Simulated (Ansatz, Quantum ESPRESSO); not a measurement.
# Ballistic transmission: vacuum gap of 6.0 Å between two Pt(100) faces, part 2 of 5

Aim: the zero-bias transmission with pwcond for this junction: vacuum gap of 6.0 Å between two Pt(100) faces.

Quantum ESPRESSO 7.5; plane-wave DFT, LDA, GBRV ultrasoft pseudopotentials; cross-check by Ansatz 0.2.0 with PAW datasets.

So far. Step 2 (Self-consistent run): The run needed 16 iterations to bring the estimated error under 1e-07 Ry; the largest force on any atom, held or free, is 1.22 eV/Å.

## Step 3: Transmission with pwcond.x

Level of this step: transmission by pwcond, lead and junction from one cell; plane-wave DFT, LDA, GBRV ultrasoft pseudopotentials (Quantum ESPRESSO).

prefixt takes both regions from one run: the lead from 0 to bdl, the scattering region from bdl to bds (units of alat). ikind = 1 puts the same lead on both sides. The program's T_tot counts both spins in a run without spin; the tables below give T per spin.

cond.in

```
&inputcond
  outdir = './out'
  prefixt = 'scf'
  tran_file = 'cond.dat'
  bdl = 2.8284271247
  bds = 12.7439521899
  ikind = 1
  ewind = 4.0
  epsproj = 1e-05
  nz1 = 7
  energy0 = 0.4
  denergy = -0.4
/
28
  0.00000000 0.00000000 0.00694444
  0.00000000 0.08333333 0.02777778
  0.00000000 0.16666667 0.02777778
  0.00000000 0.25000000 0.02777778
  0.00000000 0.33333333 0.02777778
  0.00000000 0.41666667 0.02777778
  0.00000000 0.50000000 0.01388889
  0.08333333 0.08333333 0.02777778
  0.08333333 0.16666667 0.05555556
  0.08333333 0.25000000 0.05555556
  0.08333333 0.33333333 0.05555556
  0.08333333 0.41666667 0.05555556
  0.08333333 0.50000000 0.02777778
  0.16666667 0.16666667 0.02777778
  0.16666667 0.25000000 0.05555556
  0.16666667 0.33333333 0.05555556
  0.16666667 0.41666667 0.05555556
  0.16666667 0.50000000 0.02777778
  0.25000000 0.25000000 0.02777778
  0.25000000 0.33333333 0.05555556
  0.25000000 0.41666667 0.05555556
  0.25000000 0.50000000 0.02777778
  0.33333333 0.33333333 0.02777778
  0.33333333 0.41666667 0.05555556
  0.33333333 0.50000000 0.02777778
  0.41666667 0.41666667 0.02777778
  0.41666667 0.50000000 0.02777778
  0.50000000 0.50000000 0.00694444
3
```

Started as:

```
OMP_NUM_THREADS=1 mpirun -n 4 pwcond.x -in cond.in > cond.out
```

Output:

```text
[banner, memory and clock lines left out]
Program PWCOND v.7.5 starts

          URL

     ./out/scf.save/

     IMPORTANT: XC functional enforced from input :
     Exchange-correlation= PZ
                           (   1   1   0   0   0   0   0)
     Any further DFT definition will be discarded
     Please, verify this is what you really want

     negative rho (up, down):  2.819E+00 0.000E+00
     Reading collected, re-writing distributed wavefunctions

===== INPUT FILE containing all the regions =====

     GEOMETRY:

     lattice parameter (alat)  =       5.3049  a.u.
     the volume                =    1902.5114 (a.u.)^3
     the cross section         =      28.1416 (a.u.)^2
     l of the unit cell        =      12.7440 (alat)
     number of atoms/cell      =           16
     number of atomic types    =            1

     crystal axes: (cart. coord. in units of alat)
               a(1) = (  1.0000  0.0000  0.0000 )
               a(2) = (  0.0000  1.0000  0.0000 )
               a(3) = (  0.0000  0.0000 12.7440 )

   Cartesian axes

     site n.     atom                  positions (alat units)
          1        Pt     tau(  1)=(  0.0000  0.0000 12.7440  )
          2        Pt     tau(  2)=(  0.5000  0.5000  0.7071  )
          3        Pt     tau(  3)=(  0.0000  0.0000  1.4142  )
          4        Pt     tau(  4)=(  0.5000  0.5000  2.1213  )
          5        Pt     tau(  5)=(  0.0000  0.0000  2.8284  )
          6        Pt     tau(  6)=(  0.5000  0.5000  3.5355  )
          7        Pt     tau(  7)=(  0.0000  0.0000  4.2426  )
          8        Pt     tau(  8)=(  0.5000  0.5000  4.9497  )
          9        Pt     tau(  9)=(  0.0000  0.0000  7.0871  )
         10        Pt     tau( 10)=(  0.5000  0.5000  7.7942  )
         11        Pt     tau( 11)=(  0.0000  0.0000  8.5013  )
         12        Pt     tau( 12)=(  0.5000  0.5000  9.2084  )
         13        Pt     tau( 13)=(  0.0000  0.0000  9.9155  )
         14        Pt     tau( 14)=(  0.5000  0.5000 10.6226  )
         15        Pt     tau( 15)=(  0.0000  0.0000 11.3297  )
         16        Pt     tau( 16)=(  0.5000  0.5000 12.0368  )

     nr1s                      =           24
     nr2s                      =           24
     nr3s                      =          288
     nr1sx                     =           24
     nr2sx                     =           24
     nr3sx                     =          288
     nr1                       =           24
     nr2                       =           24
     nr3                       =          320
     nr1x                      =           24
     nr2x                      =           24
     nr3x                      =          320

 _______________________________
  Radii of nonlocal spheres:

     type       ibeta     ang. mom.          radius (alat units)
       Pt         1         0                    0.4683
       Pt         2         0                    0.4683
       Pt         3         1                    0.4683
       Pt         4         1                    0.4683
       Pt         5         2                    0.4683
       Pt         6         2                    0.4683
----- General information -----

--- T calc. with identical leads (ikind=1) ---

     nrx                       =           24
     nry                       =           24
     nz1                       =            7

     energy0               =         4.0E-01
     denergy               =        -4.0E-01
     nenergy               =          3
     ecut2d                =         4.0E+01
     ewind                 =         4.0E+00
     epsproj               =         1.0E-05

     number of k_|| points=   28
                       cryst. coord.
        k(    1) = (   0.0000000   0.0000000), wk =   0.0069444
        k(    2) = (   0.0000000   0.0833333), wk =   0.0277778
        k(    3) = (   0.0000000   0.1666667), wk =   0.0277778
        k(    4) = (   0.0000000   0.2500000), wk =   0.0277778
        k(    5) = (   0.0000000   0.3333333), wk =   0.0277778
        k(    6) = (   0.0000000   0.4166667), wk =   0.0277778
        k(    7) = (   0.0000000   0.5000000), wk =   0.0138889
        k(    8) = (   0.0833333   0.0833333), wk =   0.0277778
        k(    9) = (   0.0833333   0.1666667), wk =   0.0555556
        k(   10) = (   0.0833333   0.2500000), wk =   0.0555556
        k(   11) = (   0.0833333   0.3333333), wk =   0.0555556
        k(   12) = (   0.0833333   0.4166667), wk =   0.0555556
        k(   13) = (   0.0833333   0.5000000), wk =   0.0277778
        k(   14) = (   0.1666667   0.1666667), wk =   0.0277778
        k(   15) = (   0.1666667   0.2500000), wk =   0.0555556
        k(   16) = (   0.1666667   0.3333333), wk =   0.0555556
        k(   17) = (   0.1666667   0.4166667), wk =   0.0555556
        k(   18) = (   0.1666667   0.5000000), wk =   0.0277778
        k(   19) = (   0.2500000   0.2500000), wk =   0.0277778
        k(   20) = (   0.2500000   0.3333333), wk =   0.0555556
        k(   21) = (   0.2500000   0.4166667), wk =   0.0555556
        k(   22) = (   0.2500000   0.5000000), wk =   0.0277778
        k(   23) = (   0.3333333   0.3333333), wk =   0.0277778
        k(   24) = (   0.3333333   0.4166667), wk =   0.0555556
        k(   25) = (   0.3333333   0.5000000), wk =   0.0277778
        k(   26) = (   0.4166667   0.4166667), wk =   0.0277778
        k(   27) = (   0.4166667   0.5000000), wk =   0.0277778
        k(   28) = (   0.5000000   0.5000000), wk =   0.0069444
----- Information about left/right lead -----

     nocros                   =           18
     noins                    =           54
     norb                     =           90
     norbf                    =          234
     nrz                      =           64

      iorb      type   ibeta   ang. mom.   m       position (alat)
        1        1       1        0        1   taunew(   1)=(  0.0000  0.0000  0.0000)
        2        1       2        0        1   taunew(   2)=(  0.0000  0.0000  0.0000)
        3        1       3        1        1   taunew(   3)=(  0.0000  0.0000  0.0000)
        4        1       3        1        2   taunew(   4)=(  0.0000  0.0000  0.0000)
        5        1       3        1        3   taunew(   5)=(  0.0000  0.0000  0.0000)
        6        1       4        1        1   taunew(   6)=(  0.0000  0.0000  0.0000)
        7        1       4        1        2   taunew(   7)=(  0.0000  0.0000  0.0000)
        8        1       4        1        3   taunew(   8)=(  0.0000  0.0000  0.0000)
        9        1       5        2        1   taunew(   9)=(  0.0000  0.0000  0.0000)
       10        1       5        2        2   taunew(  10)=(  0.0000  0.0000  0.0000)
[...]
-0.3087279   0.0000006   0.4000000
 Left moving states:
   k1(2pi/a)   k2(2pi/a)   E-Ef (eV)
   0.1096922  -0.0000006   0.4000000
   0.1096922  -0.0000006   0.4000000
   0.3087281   0.0000006   0.4000000

 to transmit
 Band j to band i transmissions and reflections:
    j         i     |T_ij|^2    |R_ij|^2

    1 -->     1     0.00000     0.57765
    1 -->     2     0.00000     0.42235
    1 -->     3     0.00000     0.00000
   Total T_j, R_j =    0.00000  1.00000

    2 -->     1     0.00000     0.42235
    2 -->     2     0.00000     0.57765
    2 -->     3     0.00000     0.00000
   Total T_j, R_j =    0.00000  1.00000

    3 -->     1     0.00000     0.00000
    3 -->     2     0.00000     0.00000
    3 -->     3     0.04244     0.95756
   Total T_j, R_j =    0.04244  0.95756

E-Ef(ev), T(x2 spins) =    0.4000000   0.0848909
---  E-Ef =    0.0000000  k =    0.0000000   0.0000000
---  ie =          2  ik =          1
 Nchannels of the left tip =            4
 Right moving states:
   k1(2pi/a)   k2(2pi/a)   E-Ef (eV)
  -0.1587140  -0.0000008   0.0000000
  -0.3378913  -0.0000006   0.0000000
  -0.3378913  -0.0000006   0.0000000
  -0.3638658   0.0000005   0.0000000
 Left moving states:
   k1(2pi/a)   k2(2pi/a)   E-Ef (eV)
   0.1587140  -0.0000008   0.0000000
   0.3378914  -0.0000006   0.0000000
   0.3378914  -0.0000006   0.0000000
   0.3638660   0.0000005   0.0000000

 to transmit
 Band j to band i transmissions and reflections:
    j         i     |T_ij|^2    |R_ij|^2

    1 -->     1     0.00000     1.00000
    1 -->     2     0.00000     0.00000
    1 -->     3     0.00000     0.00000
    1 -->     4     0.00000     0.00000
   Total T_j, R_j =    0.00000  1.00000

    2 -->     1     0.00000     0.00000
    2 -->     2     0.00000     0.34354
    2 -->     3     0.00000     0.65646
    2 -->     4     0.00000     0.00000
   Total T_j, R_j =    0.00000  1.00000

    3 -->     1     0.00000     0.00000
    3 -->     2     0.00000     0.65646
    3 -->     3     0.00000     0.34354
    3 -->     4     0.00000     0.00000
   Total T_j, R_j =    0.00000  1.00000

    4 -->     1     0.00000     0.00000
    4 -->     2     0.00000     0.00000
    4 -->     3     0.00000     0.00000
    4 -->     4     0.02666     0.97334
   Total T_j, R_j =    0.02666  0.97334

E-Ef(ev), T(x2 spins) =    0.0000000   0.0533278
---  E-Ef =   -0.4000000  k =    0.0000000   0.0000000
---  ie =          3  ik =          1
 Nchannels of the left tip =            4
 Right moving states:
   k1(2pi/a)   k2(2pi/a)   E-Ef (eV)
   0.3313812  -0.0000008  -0.4000000
  -0.4185500   0.0000003  -0.4000000
  -0.4836331  -0.0000006  -0.4000000
  -0.4836331  -0.0000006  -0.4000000
 Left moving states:
   k1(2pi/a)   k2(2pi/a)   E-Ef (eV)
  -0.3313812  -0.0000008  -0.4000000
   0.4185501   0.0000003  -0.4000000
   0.4836331  -0.0000006  -0.4000000
   0.4836331  -0.0000006  -0.4000000

 to transmit
 Band j to band i transmissions and reflections:
    j         i     |T_ij|^2    |R_ij|^2

    1 -->     1     0.00000     1.00000
    1 -->     2     0.00000     0.00000
    1 -->     3     0.00000     0.00000
    1 -->     4     0.00000     0.00000
   Total T_j, R_j =    0.00000  1.00000

    2 -->     1     0.00000     0.00000
    2 -->     2     0.01836     0.98164
    2 -->     3     0.00000     0.00000
    2 -->     4     0.00000     0.00000
   Total T_j, R_j =    0.01836  0.98164

    3 -->     1     0.00000     0.00000
    3 -->     2     0.00000     0.00000
    3 -->     3     0.00000     0.00053
    3 -->     4     0.00000     0.99947
   Total T_j, R_j =    0.00000  1.00000

    4 -->     1     0.00000     0.00000
    4 -->     2     0.00000     0.00000
    4 -->     3     0.00000     0.99947
    4 -->     4     0.00000     0.00053
   Total T_j, R_j =    0.00000  1.00000

E-Ef(ev), T(x2 spins) =   -0.4000000   0.0367223
 ngper, shell number =           91          51
 ngper, n2d =           91          69
[... further energies and points left out ...]
---  E-Ef =    0.4000000  k =    0.5000000   0.5000000
---  ie =          1  ik =         28
 Nchannels of the left tip =            2
 Right moving states:
   k1(2pi/a)   k2(2pi/a)   E-Ef (eV)
  -0.0412826  -0.0000007   0.4000000
  -0.0412826  -0.0000007   0.4000000
 Left moving states:
   k1(2pi/a)   k2(2pi/a)   E-Ef (eV)
   0.0412826  -0.0000007   0.4000000
   0.0412826  -0.0000007   0.4000000

 to transmit
 Band j to band i transmissions and reflections:
    j         i     |T_ij|^2    |R_ij|^2

    1 -->     1     0.00000     0.99139
    1 -->     2     0.00000     0.00860
   Total T_j, R_j =    0.00000  1.00000

    2 -->     1     0.00000     0.00860
    2 -->     2     0.00000     0.99139
   Total T_j, R_j =    0.00000  1.00000

E-Ef(ev), T(x2 spins) =    0.4000000   0.0000114
---  E-Ef =    0.0000000  k =    0.5000000   0.5000000
---  ie =          2  ik =         28
 Nchannels of the left tip =            4
 Right moving states:
   k1(2pi/a)   k2(2pi/a)   E-Ef (eV)
  -0.0767824  -0.0000041   0.0000000
  -0.0796487  -0.0000004   0.0000000
  -0.1389639  -0.0000007   0.0000000
  -0.1389639  -0.0000007   0.0000000
 Left moving states:
   k1(2pi/a)   k2(2pi/a)   E-Ef (eV)
   0.0767825  -0.0000041   0.0000000
   0.0796489  -0.0000004   0.0000000
   0.1389640  -0.0000007   0.0000000
   0.1389640  -0.0000007   0.0000000

 to transmit
 Band j to band i transmissions and reflections:
    j         i     |T_ij|^2    |R_ij|^2

    1 -->     1     0.00001     0.99999
    1 -->     2     0.00000     0.00000
    1 -->     3     0.00000     0.00000
    1 -->     4     0.00000     0.00000
   Total T_j, R_j =    0.00001  0.99999

    2 -->     1     0.00000     0.00000
    2 -->     2     0.00001     0.99999
    2 -->     3     0.00000     0.00000
    2 -->     4     0.00000     0.00000
   Total T_j, R_j =    0.00001  0.99999

    3 -->     1     0.00000     0.00000
    3 -->     2     0.00000     0.00000
    3 -->     3     0.00001     0.34591
    3 -->     4     0.00000     0.65408
   Total T_j, R_j =    0.00001  0.99999

    4 -->     1     0.00000     0.00000
    4 -->     2     0.00000     0.00000
    4 -->     3     0.00000     0.65408
    4 -->     4     0.00001     0.34591
   Total T_j, R_j =    0.00001  0.99999

E-Ef(ev), T(x2 spins) =    0.0000000   0.0000589
---  E-Ef =   -0.4000000  k =    0.5000000   0.5000000
---  ie =          3  ik =         28
 Nchannels of the left tip =            4
 Right moving states:
   k1(2pi/a)   k2(2pi/a)   E-Ef (eV)
  -0.2130172  -0.0000007  -0.4000000
  -0.2130172  -0.0000007  -0.4000000
  -0.3510647  -0.0000037  -0.4000000
  -0.3517580  -0.0000003  -0.4000000
 Left moving states:
   k1(2pi/a)   k2(2pi/a)   E-Ef (eV)
   0.2130173  -0.0000007  -0.4000000
   0.2130173  -0.0000007  -0.4000000
   0.3510648  -0.0000037  -0.4000000
   0.3517581  -0.0000003  -0.4000000

 to transmit
 Band j to band i transmissions and reflections:
    j         i     |T_ij|^2    |R_ij|^2

    1 -->     1     0.00001     0.58416
    1 -->     2     0.00000     0.41583
    1 -->     3     0.00000     0.00000
    1 -->     4     0.00000     0.00000
   Total T_j, R_j =    0.00001  0.99999

    2 -->     1     0.00000     0.41583
    2 -->     2     0.00001     0.58416
    2 -->     3     0.00000     0.00000
    2 -->     4     0.00000     0.00000
   Total T_j, R_j =    0.00001  0.99999

    3 -->     1     0.00000     0.00000
    3 -->     2     0.00000     0.00000
    3 -->     3     0.00001     0.99999
    3 -->     4     0.00000     0.00000
   Total T_j, R_j =    0.00001  0.99999

    4 -->     1     0.00000     0.00000
    4 -->     2     0.00000     0.00000
    4 -->     3     0.00000     0.00000
    4 -->     4     0.00001     0.99999
   Total T_j, R_j =    0.00001  0.99999

E-Ef(ev), T(x2 spins) =   -0.4000000   0.0000729
   T_tot     0.40000      0.97112E-02
   T_tot     0.00000      0.10712E-01
   T_tot    -0.40000      0.25822E-01

Note: The following floating-point exceptions are signalling: IEEE_UNDERFLOW_FLAG
Note: The following floating-point exceptions are signalling: IEEE_UNDERFLOW_FLAG
Note: The following floating-point exceptions are signalling: IEEE_UNDERFLOW_FLAG
Note: The following floating-point exceptions are signalling: IEEE_UNDERFLOW_FLAG
```

Wall time 2 min (4 MPI ranks of Arm Neoverse V2, shared host); peak memory 0.26 GiB; 8.1 min of CPU time.

Read from the output:

```
lead channels at the Fermi level, one spin : 1.944
transmission at the Fermi level, one spin  : 0.005356
conductance                                : 0.005356 G₀
```

Per spin; mean over the k mesh across the current. Table of open channels, zone mean by energy, zero at the Fermi level:

```tsv
energy (eV)	open channels, zone mean
-0.400	2.22
0.000	1.94
0.400	1.01
```

Per spin; mean over the k mesh across the current. Transmission, zone mean against energy, zero at the Fermi level:

```tsv
energy (eV)	transmission, zone mean
-0.400	0.0129
0.000	0.00536
0.400	0.00486
```

At 0.000 eV; k in fractions of b1, b2. Transmission by k point:

```tsv
k1	k2	weight	t	channels
0	0	0.006944	0.02666	4
0	0.08333	0.02778	0.04925	2
0	0.1667	0.02778	0.01696	2
0	0.25	0.02778	0.008422	3
0	0.3333	0.02778	0.003352	3
0	0.4167	0.02778	0.001541	4
0	0.5	0.01389	5.00e-8	2
0.08333	0.08333	0.02778	0.0247	2
0.08333	0.1667	0.05556	0.01452	2
0.08333	0.25	0.05556	0.01075	2
0.08333	0.3333	0.05556	0.001869	1
0.08333	0.4167	0.05556	0	0
0.08333	0.5	0.02778	8.23e-5	2
0.1667	0.1667	0.02778	0.009331	2
0.1667	0.25	0.05556	0.005517	2
0.1667	0.3333	0.05556	1.31e-5	1
0.1667	0.4167	0.05556	0	0
0.1667	0.5	0.02778	1.35e-4	4
0.25	0.25	0.02778	0.003105	2
0.25	0.3333	0.05556	0.001224	2
0.25	0.4167	0.05556	3.20e-4	3
0.25	0.5	0.02778	9.17e-5	4
0.3333	0.3333	0.02778	4.92e-4	2
0.3333	0.4167	0.05556	1.23e-4	3
0.3333	0.5	0.02778	1.15e-6	2
0.4167	0.4167	0.02778	2.00e-7	1
0.4167	0.5	0.02778	0	0
0.5	0.5	0.006944	2.95e-5	4
```

The program's own clock; routines nest. Time by routine:

```tsv
routine	wall time (s)	calls
PWCOND	121.2	1
scatter_forw	104.6	168
local	6.87	28
compbs	6.35	84
compbs_2	5.2	84
init	0.44	1
poten	0.04	1
```

The run is unpolarised; a magnetic state was not tried, may lie lower and would change T.

At no point does T exceed the number of channels.

[end of part 2 of 5]

[Logs are printed without paths, hosts, clocks, repeated set-up lines and the standing remarks that a program may print on its own settings, such as how far it seeks lower states.]

[Hosts, paths, dates, database ids (printed as entryN), source tags and the programs' standing remarks are cut or masked in the printed files.]

[Maps of the electrostatic potential energy from Ansatz leave out the sawtooth potential of an applied field or a dipole correction, so their vacuum need not be flat; planar profiles and work functions include it.]
